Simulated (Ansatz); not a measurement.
**HfPbSO2 (built on the sites of a database entry of HfPbO3): following an unstable mode**

Wanted: the energy along a soft mode of HfPbSO2 (built on the sites of a database entry of HfPbO3) and the structure at the end.

Calculated with Ansatz 0.2.0; DFT PBEsol, scalar-relativistic, plane waves, PAW.

Report form: the programs' logs are mostly left out.

The structure was built from a prototype and need not be the compound's stable phase.

## 1. Set-up

It takes space group P4/mmm (No. 123, tetragonal). The conventional cell has a = 4.096 Å, b = 4.096 Å, c = 5.112 Å, α = 90.00°, β = 90.00°, γ = 90.00°. Nearest to Hf lie 4 O at 2.05 Å and 2 S at 2.56 Å. Nearest to Pb lie 4 S at 2.90 Å. Nearest to S lie 2 Hf at 2.56 Å and 4 Pb at 2.90 Å. O has 2 Hf at 2.05 Å nearest. Farther neighbours and most contacts between anions are not listed.

## 2. Phonons on a q mesh

The cell comes from relaxations at this level that are not shown. Stability and thermal properties need the whole zone. Linear response on a 2×4×4 q mesh gives force constants as far as a supercell of that size would, and the tensors from the zone-centre run are typed in so that the long-range dipole term is interpolated apart.

input.yaml reads:

```yaml
crystal:
  lattice:
    - [5.112178275, 0.0, 0.0]
    - [0.0, 4.0961772096, 0.0]
    - [0.0, 0.0, 4.0961772096]
  atoms:
    - { symbol: Hf, position: [0.5, 0.5, 0.5] }
    - { symbol: Pb, position: [0.0, 0.0, 0.0] }
    - { symbol: S, position: [0.0, 0.5, 0.5] }
    - { symbol: O, position: [0.5, 0.0, 0.5] }
    - { symbol: O, position: [0.5, 0.5, 0.0] }
kpoints:
  mp_grid: { grid: [6, 8, 8] }
hamiltonian:
  xc: pbesol
scf:
  occupations: { method: fixed }
output:
  eigenvalues: true
phonons:
  method: dfpt
  qmesh: [2, 4, 4]
  temperatures: { t_max: 1000, t_step: 50 }
  qpath:
    path:
      - [[0.0, 0.0, 0.0], [0.0, 0.0, 0.5], [0.0, 0.5, 0.5], [0.0, 0.0, 0.0], [0.5, 0.0, 0.0], [0.5, 0.0, 0.5], [0.5, 0.5, 0.5], [0.5, 0.0, 0.0]]
      - [[0.0, 0.0, 0.5], [0.5, 0.0, 0.5]]
      - [[0.0, 0.5, 0.5], [0.5, 0.5, 0.5]]
    npoints: 10
  non_analytic_term:
    high_frequency_dielectric_tensor: [[7.0598, 0.0, 0.0], [0.0, 10.8852, 0.0], [0.0, 0.0, 10.8852]]
    born_effective_charges:
      - { species: Hf, tensor: [[5.0627, 0.0, 0.0], [0.0, 6.4774, 0.0], [0.0, 0.0, 6.4774]] }
      - { species: Pb, tensor: [[2.9055, 0.0, 0.0], [0.0, 5.1354, 0.0], [0.0, 0.0, 5.1354]] }
      - { species: S, tensor: [[-3.2555, 0.0, 0.0], [0.0, -3.9495, 0.0], [0.0, 0.0, -3.9495]] }
      - { species: O, tensor: [[-2.3564, 0.0, 0.0], [0.0, -5.9158, 0.0], [0.0, 0.0, -1.7475]] }
      - { species: O, tensor: [[-2.3564, 0.0, 0.0], [0.0, -1.7475, 0.0], [0.0, 0.0, -5.9158]] }
    source: "zone-centre run at this cell"
```

On the command line:

```
ansatz run input.yaml --threads 8 --pin off --max-ram 14336MiB --backend cpu --events-out ev --progress --plain --runs-dir out
```

Elapsed: 5.6 min, on 8 threads of AMD EPYC 9R45, shared host; peak memory 2.2 GiB; 41 min of CPU time.

This step gave:

| Property | Result |
| --- | --- |
| gap on the k-mesh | 1.335 eV |
| volume per atom | 17.16 Å³ |
| sum-rule residual before enforcement | 9.84e-5 eV/Å² |
| lowest frequency on the path | -170.2 cm⁻¹ |
| point group | 4/mmm |
| highest frequency on the path or at a solved wavevector | 811.3 cm⁻¹ |
| highest optical mode at the zone centre (no LO-TO term) | 489.6 cm⁻¹ |
| lowest optical zone-centre mode | -170.2 cm⁻¹ |
| lowest mode on the q mesh (acoustic modes at Γ apart) | -170.2 cm⁻¹ |

Frequencies (cm⁻¹) solved at each irreducible wavevector; negative means imaginary. Frequencies by wavevector, by row:

```tsv
q in reciprocal lattice units	star	mode 1	mode 2	mode 3	mode 4	mode 13	mode 14	mode 15
0 0 0	1	-170.2	-121	-10.7	-10.7	342.5	489.6	489.6
0 0 0.25	4	-137.1	-85.3	36	57.5	339.8	484.5	699.8
0 0 -0.5	2	-123.7	-71.8	51	63.3	335.4	478.2	757.5
0 0.25 0.25	4	-80	21.3	54.2	54.6	336.5	556.4	745.2
0 0.25 -0.5	4	-63.1	30	43.7	75	342.6	569.3	782.7
0 -0.5 -0.5	1	-126.3	-51.5	47.1	47.1	366.2	600.5	811.3
-0.5 0 0	1	-138.9	32.4	32.4	34.5	382.5	492.2	492.2
-0.5 0 0.25	4	-109	-55.1	46.9	66.9	370.3	487	652.2
-0.5 0 -0.5	2	-78.5	-64.4	57.5	72.2	367.9	480.6	736.3
-0.5 0.25 0.25	4	-101.7	-58.4	43	87.1	365.5	551.5	706.1
-0.5 0.25 -0.5	4	-70.2	-64.1	-43	68.2	363.8	563.5	761.7
-0.5 -0.5 -0.5	1	-127.3	-89.3	-89.3	-60.4	362.1	594.4	793.8
```

Interpolated from a 2×4×4 q mesh, with the LO-TO term (at Γ the limit along the path; where Γ stands inside the path, tables give the limit on arrival). Phonon branches along the path, in cm⁻¹:

```tsv
point	branch 1	branch 2	branch 3	branch 4	branch 12	branch 13	branch 14	branch 15
Γ	-170	-121	-11	0	266	342	490	593
halfway	-137	-85	36	58	277	340	484	700
X	-124	-72	51	63	290	335	478	758
halfway	-63	30	44	75	332	343	569	783
M	-126	-52	47	47	327	366	600	811
halfway	-80	21	54	55	322	336	556	745
Γ	-170	-121	-11	0	266	342	490	593
halfway	-155	19	22	22	284	378	491	491
Z	-139	32	32	34	290	382	492	492
halfway	-109	-55	47	67	277	370	487	652
R	-78	-64	57	72	277	368	481	736
halfway	-70	-64	-43	68	335	364	563	762
A	-127	-89	-89	-60	360	362	594	794
halfway	-102	-58	43	87	308	366	552	706
Z	-139	32	32	34	290	382	492	492
jump to X	-124	-72	51	63	290	335	478	758
halfway	-93	-70	54	68	285	352	479	747
R	-78	-64	57	72	277	368	481	736
jump to M	-126	-52	47	47	327	366	600	811
halfway	-127	-56	-47	-47	345	363	598	802
A	-127	-89	-89	-60	360	362	594	794
```

Symmetry leaves 12 wavevectors to solve. The lowest mode among them, the acoustic zeros apart, lies at Γ and is imaginary, 170.2i cm⁻¹, so the energy falls along it.

## 3. The mode frozen in, largest atomic shift 0 Å

The mode followed lies at Γ with frequency 170.2i cm⁻¹, the softest among the wavevectors solved. At small amplitude the distorted cell has space group no. 115 by a symmetry search on the positions. The undistorted cell that holds it gives the zero of energy on the same k mesh.

input.yaml, the sections that differ from step 2:

```yaml
scf:
  occupations: { method: gaussian, width: 0.02 }
output:
  forces: true
  stress: true
  eigenvalues: true
# crystal, kpoints, hamiltonian: as in step 2
# phonons: removed
```

Wall time 0.8 s (8 threads); peak memory 0.61 GiB.

This step gave:

| Item | Value |
| --- | --- |
| pressure | -6.47e-4 GPa |
| energy from the undistorted cell | 0 meV/atom |

At this level the gap is 1.33 eV on the k-mesh of the self-consistent run, which can miss the band edges.

## 4. The mode frozen in, largest atomic shift 0.22 Å

The atoms are moved along the unstable eigenvector, the largest shift by 0.22 Å, with the cell fixed.

input.yaml, the sections that differ from step 3:

```yaml
crystal:
  lattice:
    - [5.112178275, 0.0, 0.0]
    - [0.0, 4.0961772096, 0.0]
    - [0.0, 0.0, 4.0961772096]
  atoms:
    - { symbol: Hf, position: [0.5, 0.5, 0.5] }
    - { symbol: Pb, position: [0.0, 0.0, 0.0] }
    - { symbol: S, position: [0.0, 0.5, 0.5] }
    - { symbol: O, position: [0.543034493, 0.0, 0.5] }
    - { symbol: O, position: [0.456965507, 0.5, 0.0] }
# kpoints, hamiltonian, scf, output: as in step 3
```

It took 1.1 s on 8 threads; peak memory 0.56 GiB; 7 s of CPU time.

Numbers from this step:

| Quantity | Value |
| --- | --- |
| pressure | -1.285 GPa |
| gap on the k-mesh | 1.362 eV |
| energy from the undistorted cell | -9.8 meV/atom |

The energy, extrapolated to zero smearing, is -9.80 meV/atom against the undistorted cell.

The run ends at a pressure of -1.28 GPa, with forces up to 0.095 eV/Å.

## 5. Energy along the mode, all amplitudes (two of the runs are shown above)

An imaginary frequency means negative curvature, so the energy should fall and then rise again as anharmonic terms take over.

This step gave:

| Quantity | Value |
| --- | --- |
| depth at the lowest point sampled | 9.8 meV/atom |
| largest atomic shift at that point | 0.22 Å |

Table of energy from the parent by largest atomic shift:

```tsv
largest atomic shift (Å)	energy from the parent (meV/atom)
0.000	0
0.040	-0.537
0.080	-2.04
0.140	-5.46
0.220	-9.8
0.320	-9.23
0.450	12.1
```

Displacement at unit largest shift by atom:

```tsv
atom	x (Å)	y (Å)	z (Å)	size
Hf1	0.00	0.00	0.00	0.00
Pb2	0.00	0.00	0.00	0.00
S3	0.00	0.00	0.00	0.00
O4	1.00	0.00	0.00	1.00
O5	-1.00	0.00	0.00	1.00
```

The lowest of the steps tried is at 0.22 Å, 9.8 meV/atom below the parent; the bottom of the well need not coincide with a step.

## 6. Relaxation from the frozen mode

Starting from the lowest point found, all atoms and the cell are let go, so that strain and other modes of the same symmetry can join in.

input.yaml: that of step 4 with these lines changed.

```diff
@@ -16,3 +16,3 @@
 scf:
-  occupations: { method: gaussian, width: 0.02 }
+  occupations: { method: fixed }
 output:
@@ -21 +21,10 @@
   eigenvalues: true
+  write_density: true
+  write_potential: true
+  elf: true
+  volumetric_format: npy
+relax:
+  adjacent_minimum: "off"
+  f_tol: 0.002
+  max_steps: 120
+  cell: { stress_tol: 0.03 }
```

It took 10 s on 8 threads; peak memory 0.62 GiB.

Step by step:

```tsv
step	energy less that of the first step (eV)	largest force component (eV/Å)	pressure (GPa)	volume (Å³)
1	0.0000	0.0947	-1.28	85.78
2	-0.0238	0.1355	0.44	84.83
3	-0.0355	0.0435	-0.14	84.90
4	-0.0363	0.0150	0.01	84.90
5	-0.0365	0.0031	0.02	84.84
6	-0.0365	0.0000	0.00	84.87
7*	-0.0352	0.0001	-0.03	84.87
8	-0.0352	0.0005	0.01	84.86
9*	-0.0352	0.0005	0.01	84.86
```

Relaxation steps marked * repeat the geometry before them on a plane-wave basis chosen anew for their cell, so energy and pressure can jump there.

The run keeps the 8 symmetry operations that it works with, so distortions that break them were not tested.

```tsv
cell as run	before	after	change
a (Å)	5.112	5.201	+1.7 %
b (Å)	4.096	4.039	-1.4 %
c (Å)	4.096	4.039	-1.4 %
volume (Å³/atom)	17.16	16.97	-1.1 %
```

The atoms that moved most (Å, as changes of fractional coordinates times the final cell):

```tsv
atom	dx	dy	dz	length
O4	0.114	0.000	0.000	0.114
O5	-0.114	0.000	0.000	0.114
```

Final coordinates:

```cif
data_structure
_symmetry_space_group_name_H-M 'P 1'
_symmetry_Int_Tables_number 1
_cell_length_a 5.2007
_cell_length_b 4.0395
_cell_length_c 4.0395
_cell_angle_alpha 90.000
_cell_angle_beta 90.000
_cell_angle_gamma 90.000
_cell_volume 84.86
loop_
_atom_site_label
_atom_site_type_symbol
_atom_site_fract_x
_atom_site_fract_y
_atom_site_fract_z
_atom_site_occupancy
Hf1 Hf 0.50000 0.50000 0.50000 1
Pb2 Pb 0.00000 0.00000 0.00000 1
S3 S 0.00000 0.50000 0.50000 1
O4 O 0.56496 0.00000 0.50000 1
O5 O 0.43504 0.50000 0.00000 1
```

This step gave:

```
pressure          : 0.007462 GPa
gap on the k-mesh : 1.319 eV
volume per atom   : 16.97 Å³
```

Valence density in the ac plane at fractional y = 0.500, with atoms of Hf and S and O within 0.2 Å of it. It is the smooth field of the valence electrons, not physical close to the nuclei.

Ten steps, logarithmic in the rise over the least value, from '0' (0 e/Å³) to '9' (27 e/Å³), each cell a mean:
```
00013565200000
10001333100000
22101234210112
33211478631123
13212699841232
23212689741233
32111356420123
11001232100011
00002454200000
00013665200000
```
Columns run along a (5.2 Å), rows up along c (4.0 Å). Atoms in or near the plane, at fractional coordinates: Hf at (0.50, 0.50), S at (0.00, 0.50), O at (0.44, 0.00).

Electrostatic potential energy in the ac plane at fractional y = 0.500, with atoms of Hf and S and O within 0.2 Å of it. With pseudopotentials it is smooth inside the atoms' cores, unlike the true potential.

Ten even steps from '0' (-30 eV) to '9' (15 eV), each cell a mean:
```
99997103899999
99999767899999
68998754679987
13787300158851
20586101037721
11686100047831
35898522368874
89999877789998
99999425999999
99996002899999
```
Columns run along a (5.2 Å; values clipped at the 3rd and 97th percentile), rows up along c (4.0 Å). Atoms in or near the plane, at fractional coordinates: Hf at (0.50, 0.50), S at (0.00, 0.50), O at (0.44, 0.00).

ELF in the ac plane at fractional y = 0.500, with atoms of Hf and S and O within 0.2 Å of it. It is the smooth field of the valence electrons, not physical close to the nuclei.

Ten even steps from '0' (0.04) to '9' (0.86), each cell a mean:
```
00038879840000
53115876310245
98511233201699
79941589832898
07952899952893
38952799942895
99730257511799
86312443100478
21027998620023
00048758840000
```
Columns run along a (5.2 Å), rows up along c (4.0 Å). Atoms in or near the plane, at fractional coordinates: Hf at (0.50, 0.50), S at (0.00, 0.50), O at (0.44, 0.00).

The distorted start has space group P-4m2; the relaxation ends in P-4m2.

## 7. The new phase in its own primitive cell

The relaxed structure is symmetrised, reduced to its primitive cell and relaxed tightly, as its phonons need.

input.yaml reads:

```yaml
crystal:
  lattice:
    - [4.0394586419, 0.0, 0.0]
    - [0.0, 4.0394586419, 0.0]
    - [0.0, 0.0, 5.2006915346]
  atoms:
    - { symbol: Hf, position: [0.5, 0.5, 0.5] }
    - { symbol: Pb, position: [0.0, 0.0, 0.0] }
    - { symbol: S, position: [0.5, 0.5, 0.0] }
    - { symbol: O, position: [0.5, 0.0, 0.5649636061] }
    - { symbol: O, position: [0.0, 0.5, 0.4350363939] }
kpoints:
  mp_grid: { grid: [6, 6, 6] }
hamiltonian:
  xc: pbesol
scf:
  occupations: { method: fixed }
output:
  forces: true
  stress: true
  eigenvalues: true
relax:
  adjacent_minimum: "off"
  f_tol: 0.001
  max_steps: 60
  cell: { stress_tol: 0.01 }
```

It took 3 s on 8 threads; peak memory 0.58 GiB; 19 s of CPU time.

Little changed from the start: no atom moved by 0.005 Å and no cell edge by 0.1 %.

This step gave:

```yaml
pressure: 5.92e-4 GPa
direct_gap_on_mesh: 1.330 eV
```

The largest force component left is 0.042 meV/Å and the pressure is 0.001 GPa, within the tolerances set. The cell now holds 16.97 Å³/atom.

## 8. Modes of the new phase, k-mesh 6×6×6

A relaxed structure may still be a saddle point, so its zone-centre modes are computed. The response to a homogeneous field gives the Born charges and the dielectric tensor.

input.yaml reads:

```yaml
crystal:
  lattice:
    - [4.0398036017, 0.0, 0.0]
    - [0.0, 4.0398036017, 0.0]
    - [0.0, 0.0, 5.2006333057]
  atoms:
    - { symbol: Hf, position: [0.5, 0.5, 0.5] }
    - { symbol: Pb, position: [0.0, 0.0, 0.0] }
    - { symbol: S, position: [0.5, 0.5, 0.0] }
    - { symbol: O, position: [0.5, 0.0, 0.564986303] }
    - { symbol: O, position: [0.0, 0.5, 0.435013697] }
kpoints:
  mp_grid: { grid: [6, 6, 6] }
hamiltonian:
  xc: pbesol
scf:
  occupations: { method: fixed }
output:
  eigenvalues: true
phonons:
  method: dfpt
  dielectric: true
  rigid_motions: translations
```

Wall time 33 s (8 threads); peak memory 1.7 GiB.

Numbers from this step:

| Property | Result |
| --- | --- |
| sum-rule residual before enforcement | 6.50e-5 eV/Å² |
| miss of the charge sum rule | 0.003414 e |
| estimated error of the dielectric tensor | 0.05708 |
| estimated error of the Born charges | 0.07041 e |
| point group | -42m |
| highest optical mode at the zone centre (no LO-TO term) | 482.9 cm⁻¹ |
| lowest optical zone-centre mode | -74.05 cm⁻¹ |
| mean high-frequency dielectric constant | 9.679 |
| largest Born charge (third of the trace) | 5.752 e |
| top of the zone-centre spectrum with the field | 580.8 cm⁻¹ |

Without the LO-TO term. Patterns of degenerate modes are one choice out of their space. Modes at Γ, with each element's share of the kinetic energy (negative means imaginary):

```tsv
mode	frequency (cm⁻¹)	symmetry	Hf %	Pb %	S %	O %
1	-74.0	B2	21	51	10	18
2	0.0	acoustic	40	46	7	7
3	0.0	acoustic	40	46	7	7
4	0.0	acoustic	40	46	7	7
5	30.5	E	35	48	0	18
6	30.5	E	35	48	0	18
7	152.6	E	16	1	60	23
8	152.6	E	16	1	60	23
9	185.5	E	7	5	32	56
10	185.5	E	7	5	32	56
11	211.0	B2	39	3	19	39
12	245.8	A1	0	0	0	100
13	333.9	B2	0	0	64	36
14	482.9	E	2	0	1	97
15	482.9	E	2	0	1	97
```

Displacements in mode 1 (-74.0 cm⁻¹), the largest set to 1:
```
Hf1  0.00  0.00 -0.46
Pb2  0.00  0.00  0.66
S3   0.00  0.00 -0.73
O4   0.00  0.00 -1.00
O5   0.00  0.00 -1.00
```

Displacements in mode 15 (482.9 cm⁻¹), the largest set to 1:
```
Hf1  0.00 -0.05  0.00
Pb2  0.00  0.00  0.00
S3   0.00 -0.07  0.00
O4   0.00  1.00  0.00
O5   0.00 -0.27  0.00
```

Optical modes at the zone centre, without and with the macroscopic field of the longitudinal modes; each column is sorted by frequency, so a row need not hold one and the same mode. Modes with and without the field, by row:

```tsv
rank among optical modes	no field (cm⁻¹)	q along (1, 0, 0) (cm⁻¹)	q along (0, 0, 1) (cm⁻¹)
1	-74	-74	30.5
2	30.5	30.5	30.5
3	30.5	51.1	35.8
4	152.6	152.6	152.6
5	152.6	185.3	152.6
6	185.5	185.5	185.5
7	185.5	211	185.5
8	211	245.8	245.8
9	245.8	270.3	333.4
10	333.9	333.9	372.8
11	482.9	482.9	482.9
12	482.9	580.8	482.9
```

Born charge (rows field, columns displacement) (e), principal values of the symmetric part by kind of site:

```tsv
atom	atoms with these values	low	middle	high	mean
Hf1	1	5.22	6.02	6.02	5.75
Pb2	1	2.64	5.27	5.27	4.39
S3	1	-4.03	-4.03	-3.08	-3.72
O4	2	-5.60	-2.38	-1.66	-3.21
```

In full for Pb2:

```
5.27 0.00 0.00
0.00 5.27 0.00
0.00 0.00 2.64
```

High-frequency dielectric tensor:

```
11.09  0.00  0.00
 0.00 11.09  0.00
 0.00  0.00  6.86
```

Transverse modes; imaginary modes are left out. Lines of the infrared spectrum (strongest = 100):

```tsv
position (cm⁻¹)	label	relative intensity
30	E	10
152	E	87
186	E	0.4
211	B2	32
246	A1	0.0
334	B2	0.1
483	E	100
```

Before it was imposed, the acoustic sum rule was missed by 6.5e-5 eV/Å² and the charge sum rule by 0.0034 e. Small misses are needed for a sound result but don't prove that mesh and cutoff are converged. The lowest optical mode is imaginary, 74.0i cm⁻¹, so the energy falls along it.

The log warns of the k mesh: “the force constants stand on the 6×6×6 k-mesh, whose period is 8.84 times the interband length at k = (0.0000, -0.5000, -0.5000), direct gap 2.150 eV, under 14: take them and everything formed from them as unconverged”.

## 9. Summary of results

```yaml
unstable_mode_of_the_parent: q = (0, 0, 0), 170i cm⁻¹
depth_at_the_lowest_point_sampled: 9.8 meV/atom
largest_atomic_shift_at_that_point: 0.22 Å
space_group_reached_within_0p01_a: P-4m2
energy_gained_over_the_parent_first_relaxation_on_the_mesh_of_the_frozen_mode: 16.8 meV/atom
volume_per_atom_phase_reached: 17.0 Å³
gap_on_the_k_mesh_phase_reached: 1.32 eV
lowest_optical_zone_centre_mode_phase_reached: -74.0 cm⁻¹
highest_optical_mode_at_the_zone_centre_no_lo_to_term_phase_reached: 483 cm⁻¹
```

What this shows: Along this mode the structure falls into P-4m2, 16.8 meV/atom below the parent. At the parent's cell the well is 9.8 meV/atom deep on the steps tried, with its lowest point at a shift of 0.22 Å. Relaxing atoms and cell changes the gain by +7.05 meV/atom against the lowest step (energies at zero smearing). The new phase still has an imaginary mode at the zone centre of its cell, so it is a saddle point on the way to a lower structure. Of the 2 patterns followed to their end from this parent, this one reaches the lowest energy. Each path keeps the symmetry of its pattern, so a lower phase may lie along a pattern not tried. With the field response the log warns that the k mesh is coarse for the force constants too, so the frequencies may not be converged. Spin-orbit coupling is left out, which can matter for the heavy elements here. The starting cell was built on a prototype and not taken from a measurement, so the phase need not exist.

[Logs are printed without paths, hosts, clocks, repeated set-up lines and the standing remarks that a program may print on its own settings, such as how far it seeks lower states.]

[Hosts, paths, dates, database ids (printed as entryN), source tags and the programs' standing remarks are cut or masked in the printed files.]
